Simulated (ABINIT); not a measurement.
Planning a run of ABINIT 10.8.3 on Al2O3 (Corundum). The input:

```
acell 3*1.0 Angstrom
rprim 
  2.380249999995 1.374237978213 4.331866666707
  -2.380249999995 1.374237978213 4.331866666707
  -0.000000000000 -2.748475956495 4.331866666685
ntypat 2
znucl 13 8
natom 10
typat 1 1 1 1 2 2 2 2 2 2
xred 
  0.352160000000 0.352160000000 0.352160000000
  0.147840000000 0.147840000000 0.147840000000
  0.647840000000 0.647840000000 0.647840000000
  0.852160000000 0.852160000000 0.852160000000
  0.556680000000 0.943320000000 0.250000000000
  0.250000000000 0.556680000000 0.943320000000
  0.943320000000 0.250000000000 0.556680000000
  0.443320000000 0.056680000000 0.750000000000
  0.750000000000 0.443320000000 0.056680000000
  0.056680000000 0.750000000000 0.443320000000
pp_dirpath "pseudos"
pseudos "Al.upf, O.upf"
ecut 36
ngkpt 4 4 4
nshiftk 1
shiftk 0 0 0
kptopt 1
chksymbreak 0
istwfk *1
occopt 1
irdwfk 1
optdriver 4
nband 113
gwcalctyp 1
ecutsigx 36
symsigma 1
nkptgw 1
kptgw 
  0.0000000000 0.0000000000 0.0000000000
bdgw 
  22 26
ecuteps 4.5
irdscr 1
nomegasi 12
omegasimax 25 eV
indata_prefix "in"
outdata_prefix "out"
tmpdata_prefix "tmp"
```

```sh
OMP_NUM_THREADS=1 mpirun -n 4 abinit run.abi > log
```

**Question.** Estimate wall time and host memory on 4 MPI ranks of Intel Xeon Platinum 8488C (Sapphire Rapids), shared host.

It took 19 s; on shared hardware allow 9.4 s to 38 s. Peak host memory was 2.1 GiB.

[Paths, hosts, dates, memory and timing lines, banners, echoed tables and standing remarks are left out of the program output.]

[Logs are printed without paths, hosts, clocks, repeated set-up lines and the standing remarks that a program may print on its own settings, such as how far it seeks lower states.]

[Runs of the session that timed out or met a known fault of the program may be left out.]

[Hosts, paths, dates, database ids (printed as entryN), source tags and the programs' standing remarks are cut or masked in the printed files.]

[G0W0 gaps are taken among the corrected bands and points alone; a level outside them can change the order at an edge.]

[Where Ansatz stands beside ABINIT at settings called matched, ABINIT's density can come from a denser mesh and the files from another edition; pairs whose starting gaps differed by over 0.03 eV were left out, so agreement reads better than it is.]
